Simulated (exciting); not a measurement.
The O K edge of atom 3 in BaThO3, space group Pm-3m, with 2 Th at 2.24 Å (linear, site symmetry 4/mmm), was computed at 2 levels: exchange and screened direct term (singlet BSE) and independent particles. Common settings: exciting, all-electron LAPW+lo, LDA, 3×3×3 shifted k points, 55 conduction bands, |G+q| up to 3 bohr⁻¹, full RPA screening with nempty = 84, Lorentzian half width 0.45 eV.

Energy from the Kohn–Sham onset, core level to the lowest empty state found on the meshes used; all runs on one relative scale:

```
E (eV)  run 1  run 2
  -4.0   0.06   0.02
  -3.5   0.07   0.03
  -3.0   0.10   0.03
  -2.5   0.13   0.03
  -2.0   0.19   0.04
  -1.5   0.31   0.05
  -1.0   0.60   0.07
  -0.5   1.50   0.09
   0.0   2.91   0.14
   0.5   2.14   0.25
   1.0   1.49   0.49
   1.5   1.42   0.82
   2.0   1.17   0.89
   2.5   0.96   0.97
   3.0   0.80   1.14
   3.5   0.73   1.45
   4.0   0.65   1.44
   4.5   0.49   1.38
   5.0   0.32   1.32
   5.5   0.23   1.10
   6.0   0.22   0.69
   6.5   0.25   0.40
   7.0   0.36   0.30
   7.5   0.62   0.25
   8.0   0.98   0.25
   8.5   1.23   0.28
   9.0   0.73   0.35
   9.5   0.53   0.45
  10.0   0.54   0.69
  10.5   0.42   0.84
  11.0   0.33   0.94
  11.5   0.29   0.91
  12.0   0.30   0.77
  12.5   0.38   0.57
  13.0   0.52   0.45
  13.5   0.52   0.47
  14.0   0.46   0.58
  14.5   0.35   0.64
  15.0   0.28   0.61
  15.5   0.26   0.48
  16.0   0.29   0.40
  16.5   0.29   0.40
  17.0   0.26   0.38
  17.5   0.26   0.36
  18.0   0.30   0.31
  18.5   0.27   0.33
  19.0   0.26   0.33
  19.5   0.31   0.29
  20.0   0.43   0.28
  20.5   0.51   0.33
  21.0   0.52   0.42
  21.5   0.52   0.50
  22.0   0.42   0.61
  22.5   0.30   0.78
  23.0   0.24   0.77
```

The database entry behind the starting cell is an old determination (1934), so it need not match the best structure at ambient conditions.

Q: Which run is which, and why?

Run 1: exchange and screened direct term (singlet BSE); highest local maximum in the window at 0.0 eV. Run 2: independent particles; highest local maximum in the window at 3.6 eV. The attractive direct term pulls weight down: the curves pass 0.44 at -1.2 and 0.9 eV in the order of the runs. Fine structure above the first lines is partly noise of the 27-point mesh.

[Banner, clock and machine lines of the logs are left out without a mark of their own.]

[Logs are printed without paths, hosts, clocks, repeated set-up lines and the standing remarks that a program may print on its own settings, such as how far it seeks lower states.]

[Hosts, paths, dates, database ids (printed as entryN), source tags and the programs' standing remarks are cut or masked in the printed files.]
